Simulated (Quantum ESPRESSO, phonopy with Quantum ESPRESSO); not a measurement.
# Grüneisen parameters and expansion of Al (Fm-3m), part 5 of 7

Aim: how the vibrations of Al shift with volume, and the expansion that follows.

What experiment has found for this phase:
- volume expansion coefficient 69 1e-6/K and heat capacity C_P per formula unit 24.2 J/mol/K near room temperature (given in “High-Throughput Prediction of Finite-Temperature Properties using the Quasi-Harmonic Approximation”, 2016, arXiv:1603.06924)

Quantum ESPRESSO 7.5; DFT PBE+D3(BJ), scalar-relativistic, plane waves, GBRV ultrasoft pseudopotentials.

So far. Step 3 (Relaxation): After the last step pw.x solved the final cell once more on a basis chosen for it, which moves the energy without moving the atoms. Step 4 (Ground state at this cell): On a basis chosen for the relaxed cell the pressure is 0.004 GPa, small enough for phonons.

### 6. Lattice dynamics at this volume, V/V0 1

This step: DFT PBE+D3(BJ), scalar-relativistic, plane waves, GBRV ultrasoft pseudopotentials (phonopy with Quantum ESPRESSO 4.10.0 / 7.5).

The job ended after 95 s (8 threads of Intel Xeon Platinum 8488C (Sapphire Rapids), shared host).

Numbers from this step:

- highest frequency: 353.4 cm⁻¹
- Debye temperature from the second moment: 439 K
- lowest frequency on the path: 0 cm⁻¹
- zero-point energy: 0.04199 eV/cell
- Γ frequencies: 0, 0, 0 cm⁻¹ (negative: imaginary)

Phonopy, no LO-TO term. The phonon branches at the labelled points (cm⁻¹):

```
    point  branch 1  branch 2  branch 3
        Γ         0         0         0
  halfway       147       147       254
        X       212       212       341
  halfway       210       232       334
        U       203       272       312
jump to K       203       272       312
  halfway       131       173       269
        Γ         0         0         0
  halfway       114       114       248
        L       166       166       353
  halfway       190       234       329
        W       232       287       287
  halfway       222       237       327
        X       212       212       341
```

The phonon branches as a text plot (rows in cm⁻¹):

```
    346 |            **                         ******          *
    331 |          **  **                      *      *      ***
    317 |         *      **                            *
    302 |                  *****                        *  **
    287 |       **         *                 **          **
    272 |                 *     *                       *  *
    258 |     **         *  **                         *    *
    243 |               *                   *                *
    228 |              *         **                   *  ******
    214 |          ******     **                     *  *     ***
    199 |    *    *      ***               *           *
    184 |                   **                      ***
    169 |       **              *               *****
    155 |                     **   **          *
    140 |  ** **                         **  **
    125 |                       ***
    110 |    *                              *
     96 |                        **
     81 |  **                      ***     *
     66 | *                        **   ***
     52 |
     37 | *                          *  *
     22 |
      7 |*                            **
         Γ           X  U|K            Γ         L        W     X
```

Harmonic. Thermo, by row:

```
T (K)  F_vib (meV/atom)  S (J/mol-atom/K)  C_V (J/mol-atom/K)
    0             41.99                 0                   0
   50             41.86             0.995               3.042
  100             40.22             5.783               11.56
  150             35.71             11.62               17.02
  200             28.28             16.95               19.91
  250             18.26             21.58               21.52
  300              6.01              25.6               22.48
  350             -8.18             29.11                23.1
  400            -24.09             32.23               23.51
  450            -41.53             35.02                23.8
  500            -60.34             37.53               24.01
  550            -80.39             39.83               24.17
  600            -101.6             41.94               24.29
  650            -123.8             43.89               24.38
  700            -147.1              45.7               24.46
  750            -171.2             47.39               24.52
  800            -196.1             48.97               24.57
  850            -221.9             50.46               24.61
  900            -248.4             51.87               24.65
  950            -275.6              53.2               24.68
 1000            -303.6             54.47                24.7
```

Phonopy on the run's constants, 21x21x21 mesh, Gaussian sigma 2.7 cm⁻¹. Modes, Al against wavenumber; read off at these points:

```
wavenumber (cm⁻¹)  modes, Al (1/cm⁻¹/cell)
            -10.0                        0
              0.0                   4.8e-5
             10.0                        0
             20.0                   1.3e-4
             30.0                   2.3e-4
             40.0                   2.1e-4
             50.0                   7.8e-4
             60.0                   8.1e-4
             70.0                  0.00141
             80.0                  0.00101
             90.0                   0.0033
            100.0                  0.00178
            110.0                  0.00423
            120.0                  0.00395
            130.0                  0.00714
            140.0                  0.00742
            150.0                  0.00895
            160.0                   0.0122
            170.0                   0.0178
            180.0                   0.0187
            190.0                   0.0179
            194.7                   0.0225
            200.0                   0.0203
            210.0                   0.0204
            211.6                   0.0215
            220.0                   0.0129
            230.0                   0.0119
            240.0                  0.00820
            250.0                   0.0103
            260.0                  0.00892
            270.0                  0.00901
            280.0                  0.00733
            290.0                  0.00564
            300.0                   0.0105
            310.0                   0.0211
            312.7                   0.0237
            320.0                   0.0235
            330.0                   0.0126
            340.0                  0.00626
            350.0                  0.00214
            360.0                   1.5e-5
            370.0                        0
```

No mode is imaginary beyond numerical noise along the path.

The time given is that of the one pw.x run on a displaced cell behind this step.

### 7. Ground state at this cell, V/V0 1.015

A tight ground state at this cell gives the energy of this member; its pressure is the stress at this cutoff, which can carry an offset from the finite basis.

This step: DFT PBE+D3(BJ), scalar-relativistic, plane waves, GBRV ultrasoft pseudopotentials (Quantum ESPRESSO 7.5).

System of this step: Al. Symmetry: Fm-3m, No. 225, cubic system. Conventional cell: a = 4.002 Å, b = 4.002 Å, c = 4.002 Å, α = 90.00°, β = 90.00°, γ = 90.00°. Nearest to Al lie 12 Al at 2.83 Å.

scf.in

```
&CONTROL
  calculation = 'scf'
  prefix      = 'x'
  outdir      = './tmp'
  pseudo_dir  = './pseudo'
  tprnfor     = .true.
  tstress     = .true.
/
&SYSTEM
  ibrav           = 0
  nat             = 1
  ntyp            = 1
  ecutwfc         = 40.0
  ecutrho         = 240.0
  occupations     = 'smearing'
  smearing        = 'mv'
  degauss         = 0.02
  vdw_corr        = 'grimme-d3'
  dftd3_version   = 4
  dftd3_threebody = .false.
/
&ELECTRONS
  conv_thr         = 1.0d-12
  mixing_beta      = 0.7
  electron_maxstep = 100
/
ATOMIC_SPECIES
 Al     26.9815  Al.upf
CELL_PARAMETERS angstrom
     0.000000000    2.001168337    2.001168337
     2.001168337    0.000000000    2.001168337
     2.001168337    2.001168337    0.000000000
ATOMIC_POSITIONS crystal
 Al     0.000000000   0.000000000   0.000000000
K_POINTS automatic
 16 16 16 0 0 0
```

Command:

```bash
OMP_NUM_THREADS=1 mpirun -n 8 pw.x -nk 8 -in scf.in > scf.out
```

What it wrote:

```text
[banner, memory and clock lines left out]
Program PWSCF v.7.5

     Message from routine setup:
     using ibrav=0 with symmetry is DISCOURAGED, use correct ibrav instead

     G-vector sticks info

     bravais-lattice index     =            0
     lattice parameter (alat)  =       5.3481  a.u.
     unit-cell volume          =     108.1627 (a.u.)^3
     number of atoms/cell      =            1
     number of atomic types    =            1
[...]
Total force =     0.000000     Total SCF correction =     0.000000

     Computing stress (Cartesian axis) and pressure

          total   stress  (Ry/bohr**3)                   (kbar)     P=      -12.41
  -0.00008439   0.00000000   0.00000000          -12.41        0.00        0.00
   0.00000000  -0.00008439   0.00000000            0.00      -12.41        0.00
  -0.00000000   0.00000000  -0.00008439           -0.00        0.00      -12.41

     XML data file, charge density, pseudopotentials, collected wavefunctions
[key lines of the parts left out:]
!    total energy              =      -6.73330221 Ry
the Fermi energy is     8.2501 ev
convergence has been achieved in   7 iterations
```

Elapsed: 2.1 s, on 8 MPI ranks.

The run ends at a pressure of -1.24 GPa.

### 8. Forces on a displaced cell

One atom (for the harmonic constants) or a pair of atoms (for the cubic ones) is moved by a few hundredths of an ångström; the forces on all atoms give a column of force constants. The threshold is tight because the forces are small.

System of this step: Al. It takes space group Imm2 (No. 44, orthorhombic). Conventional cell: a = 8.490 Å, b = 12.007 Å, c = 8.490 Å, α = 90.00°, β = 90.00°, γ = 90.00°. Al has 12 Al at 2.81 to 2.85 Å nearest. Al has 12 Al at 2.81 to 2.83 Å nearest. Al has 12 Al at 2.83 to 2.85 Å nearest. Nearest to Al lie 12 Al at 2.82 to 2.83 Å. Nearest to Al lie 12 Al at 2.83 Å. Nearest to Al lie 12 Al at 2.83 to 2.84 Å.

disp-00001.in

```
&CONTROL
  calculation = 'scf'
  prefix      = 'x'
  outdir      = './tmp'
  pseudo_dir  = './pseudo'
  tprnfor     = .true.
  disk_io     = 'none'
/
&SYSTEM
  ibrav           = 0
  nat             = 27
  ntyp            = 1
  ecutwfc         = 40.0
  ecutrho         = 240.0
  occupations     = 'smearing'
  smearing        = 'mv'
  degauss         = 0.02
  vdw_corr        = 'grimme-d3'
  dftd3_version   = 4
  dftd3_threebody = .false.
/
&ELECTRONS
  conv_thr         = 1.0d-11
  mixing_beta      = 0.7
  electron_maxstep = 100
/
ATOMIC_SPECIES
 Al     26.9815  Al.upf
CELL_PARAMETERS angstrom
     0.000000000    6.003505012    6.003505012
     6.003505012    0.000000000    6.003505012
     6.003505012    6.003505012    0.000000000
ATOMIC_POSITIONS crystal
 Al     0.002355647   0.000000000   0.000000000
 Al     0.333333333   0.000000000   0.000000000
 Al     0.666666667   0.000000000   0.000000000
 Al     0.000000000   0.333333333   0.000000000
 Al     0.333333333   0.333333333   0.000000000
 Al     0.666666667   0.333333333   0.000000000
 Al     0.000000000   0.666666667   0.000000000
 Al     0.333333333   0.666666667   0.000000000
 Al     0.666666667   0.666666667   0.000000000
 Al     0.000000000   0.000000000   0.333333333
 Al     0.333333333   0.000000000   0.333333333
 Al     0.666666667   0.000000000   0.333333333
 Al     0.000000000   0.333333333   0.333333333
 Al     0.333333333   0.333333333   0.333333333
 Al     0.666666667   0.333333333   0.333333333
 Al     0.000000000   0.666666667   0.333333333
 Al     0.333333333   0.666666667   0.333333333
 Al     0.666666667   0.666666667   0.333333333
 Al     0.000000000   0.000000000   0.666666667
 Al     0.333333333   0.000000000   0.666666667
 Al     0.666666667   0.000000000   0.666666667
 Al     0.000000000   0.333333333   0.666666667
 Al     0.333333333   0.333333333   0.666666667
 Al     0.666666667   0.333333333   0.666666667
 Al     0.000000000   0.666666667   0.666666667
 Al     0.333333333   0.666666667   0.666666667
 Al     0.666666667   0.666666667   0.666666667
K_POINTS automatic
 5 5 5 0 0 0
```

Command:

```bash
OMP_NUM_THREADS=1 mpirun -n 8 pw.x -nk 8 -in disp-00001.in > disp-00001.out
```

What it wrote:

```text
[banner, memory and clock lines left out]
Program PWSCF v.7.5

     Message from routine setup:
     using ibrav=0 with symmetry is DISCOURAGED, use correct ibrav instead

     G-vector sticks info

     bravais-lattice index     =            0
     lattice parameter (alat)  =      16.0442  a.u.
     unit-cell volume          =    2920.3925 (a.u.)^3
     number of atoms/cell      =           27
     number of atomic types    =            1
[...]
atom    2 type  1   force =    -0.00000000    0.00083939    0.00083939
     atom    3 type  1   force =     0.00000000    0.00076789    0.00076789
[...]
atom   26 type  1   force =    -0.00000069    0.00000648    0.00000648
     atom   27 type  1   force =     0.00000464   -0.00001108   -0.00001108

     Total force =     0.004661     Total SCF correction =     0.000003
     Message from routine punch:
     Nothing written, as per user request (disk_io='none')
[key lines of the parts left out:]
!    total energy              =    -181.79130881 Ry
the Fermi energy is     8.3112 ev
convergence has been achieved in  12 iterations
```

The job ended after 2 min (8 MPI ranks).

### 9. Phonons, V/V0 1.015

This step: DFT PBE+D3(BJ), scalar-relativistic, plane waves, GBRV ultrasoft pseudopotentials (phonopy with Quantum ESPRESSO 4.10.0 / 7.5).

Run time: 2 min. Hardware: 8 threads; 16 min of CPU time.

Phonopy, no LO-TO term. The phonon branches at the labelled points (cm⁻¹):

```
    point  branch 1  branch 2  branch 3
        Γ         0         0         0
  halfway       142       142       247
        X       204       204       331
  halfway       203       224       324
        U       197       264       303
jump to K       197       264       303
  halfway       127       168       262
        Γ         0         0         0
  halfway       110       110       241
        L       162       162       344
  halfway       184       228       320
        W       225       278       278
  halfway       215       229       317
        X       204       204       331
```

The phonon branches as a text plot (rows in cm⁻¹):

```
    337 |            *                          ******          *
    322 |          ** ***                      *      *      ***
    308 |         *      **                            *
    294 |                  *****                        *  **
    279 |       **         *                 **          **
    265 |                 *     *                       *  *
    251 |     **         *  **                         *    *
    236 |               *                   *                *
    222 |              *                              *  **** *
    208 |            ****     ** **                  *  *    ****
    193 |    *    ***    ***               *           *
    179 |                   **                      ***
    165 |       **              *               *****
    150 |                     **   **          *
    136 |  ** **                         **  **
    122 |                       ***
    107 |    *                              *
     93 |                        **
     79 |  **                      ***     *
     64 | *                        **   ***
     50 |
     36 | *                          *  *
     21 |
      7 |*                            **
         Γ           X  U|K            Γ         L        W     X
```

No mode is imaginary beyond numerical noise along the path.

The time given is that of the one pw.x run on a displaced cell behind this step.

### 10. Self-consistent run, V/V0 0.985

A tight ground state at this cell gives the energy of this member; its pressure is the stress at this cutoff, which can carry an offset from the finite basis.

This step: DFT PBE+D3(BJ), scalar-relativistic, plane waves, GBRV ultrasoft pseudopotentials (Quantum ESPRESSO 7.5).

System of this step: Al. It takes space group Fm-3m (No. 225, cubic). Conventional cell: a = 3.963 Å, b = 3.963 Å, c = 3.963 Å, α = 90.00°, β = 90.00°, γ = 90.00°. Nearest to Al lie 12 Al at 2.80 Å.

scf.in, as its differences from that of step 7:

```diff
@@ -29,5 +29,5 @@
 CELL_PARAMETERS angstrom
-     0.000000000    2.001168337    2.001168337
-     2.001168337    0.000000000    2.001168337
-     2.001168337    2.001168337    0.000000000
+     0.000000000    1.981254893    1.981254893
+     1.981254893    0.000000000    1.981254893
+     1.981254893    1.981254893    0.000000000
 ATOMIC_POSITIONS crystal
```

Command:

```bash
OMP_NUM_THREADS=1 mpirun -n 8 pw.x -nk 8 -in scf.in > scf.out
```

What it wrote:

```text
[banner, memory and clock lines left out]
Program PWSCF v.7.5

     Message from routine setup:
     using ibrav=0 with symmetry is DISCOURAGED, use correct ibrav instead

     G-vector sticks info

     bravais-lattice index     =            0
     lattice parameter (alat)  =       5.2949  a.u.
     unit-cell volume          =     104.9658 (a.u.)^3
     number of atoms/cell      =            1
     number of atomic types    =            1
[...]
Total force =     0.000000     Total SCF correction =     0.000000

     Computing stress (Cartesian axis) and pressure

          total   stress  (Ry/bohr**3)                   (kbar)     P=       13.57
   0.00009228   0.00000000   0.00000000           13.57        0.00        0.00
   0.00000000   0.00009228   0.00000000            0.00       13.57        0.00
   0.00000000   0.00000000   0.00009228            0.00        0.00       13.57

     XML data file, charge density, pseudopotentials, collected wavefunctions
[key lines of the parts left out:]
!    total energy              =      -6.73329756 Ry
the Fermi energy is     8.5715 ev
convergence has been achieved in   7 iterations
```

Elapsed: 2.1 s, on 8 MPI ranks; 15 s of CPU time.

The run ends at a pressure of 1.36 GPa.

### 11. A displaced supercell

One atom (for the harmonic constants) or a pair of atoms (for the cubic ones) is moved by a few hundredths of an ångström; the forces on all atoms give a column of force constants. The threshold is tight because the forces are small.

System of this step: Al. The structure is orthorhombic, space group Imm2 (No. 44). The conventional cell has a = 8.406 Å, b = 11.888 Å, c = 8.406 Å, α = 90.00°, β = 90.00°, γ = 90.00°. Al has 12 Al at 2.78 to 2.82 Å nearest. Nearest to Al lie 12 Al at 2.78 to 2.80 Å. Nearest to Al lie 12 Al at 2.80 to 2.82 Å. Al has 12 Al at 2.79 to 2.80 Å nearest. Al has 12 Al at 2.80 Å nearest. Nearest to Al lie 12 Al at 2.80 to 2.81 Å.

disp-00001.in, as its differences from that of step 8:

```diff
@@ -29,7 +29,7 @@
 CELL_PARAMETERS angstrom
-     0.000000000    6.003505012    6.003505012
-     6.003505012    0.000000000    6.003505012
-     6.003505012    6.003505012    0.000000000
+     0.000000000    5.943764680    5.943764680
+     5.943764680    0.000000000    5.943764680
+     5.943764680    5.943764680    0.000000000
 ATOMIC_POSITIONS crystal
- Al     0.002355647   0.000000000   0.000000000
+ Al     0.002379323   0.000000000   0.000000000
  Al     0.333333333   0.000000000   0.000000000
```

Command:

```bash
OMP_NUM_THREADS=1 mpirun -n 8 pw.x -nk 8 -in disp-00001.in > disp-00001.out
```

What it wrote:

```text
[banner, memory and clock lines left out]
Program PWSCF v.7.5

     Message from routine setup:
     using ibrav=0 with symmetry is DISCOURAGED, use correct ibrav instead

     G-vector sticks info

     bravais-lattice index     =            0
     lattice parameter (alat)  =      15.8846  a.u.
     unit-cell volume          =    2834.0755 (a.u.)^3
     number of atoms/cell      =           27
     number of atomic types    =            1
[...]
atom    2 type  1   force =    -0.00000000    0.00093370    0.00093370
     atom    3 type  1   force =     0.00000000    0.00085896    0.00085896
[...]
atom   26 type  1   force =     0.00000187    0.00000471    0.00000471
     atom   27 type  1   force =     0.00000535   -0.00000902   -0.00000902

     Total force =     0.005224     Total SCF correction =     0.000001
     Message from routine punch:
     Nothing written, as per user request (disk_io='none')
[key lines of the parts left out:]
!    total energy              =    -181.79138247 Ry
the Fermi energy is     8.6347 ev
convergence has been achieved in  14 iterations
```

Elapsed: 90 s, on 8 MPI ranks.

### 12. Phonons, V/V0 0.985

This step: DFT PBE+D3(BJ), scalar-relativistic, plane waves, GBRV ultrasoft pseudopotentials (phonopy with Quantum ESPRESSO 4.10.0 / 7.5).

Elapsed: 90 s, on 8 threads; 12 min of CPU time.

No mode is imaginary beyond numerical noise along the path.

The time given is that of the one pw.x run on a displaced cell behind this step.

(Continued in part 6 of 7.)

[Logs are printed without paths, hosts, clocks, repeated set-up lines and the standing remarks that a program may print on its own settings, such as how far it seeks lower states.]

[Hosts, paths, dates, database ids (printed as entryN), source tags and the programs' standing remarks are cut or masked in the printed files.]

[A step with changed settings may run another functional than the one named; its input shows which.]

[Of the runs on displaced cells, only some may be shown.]
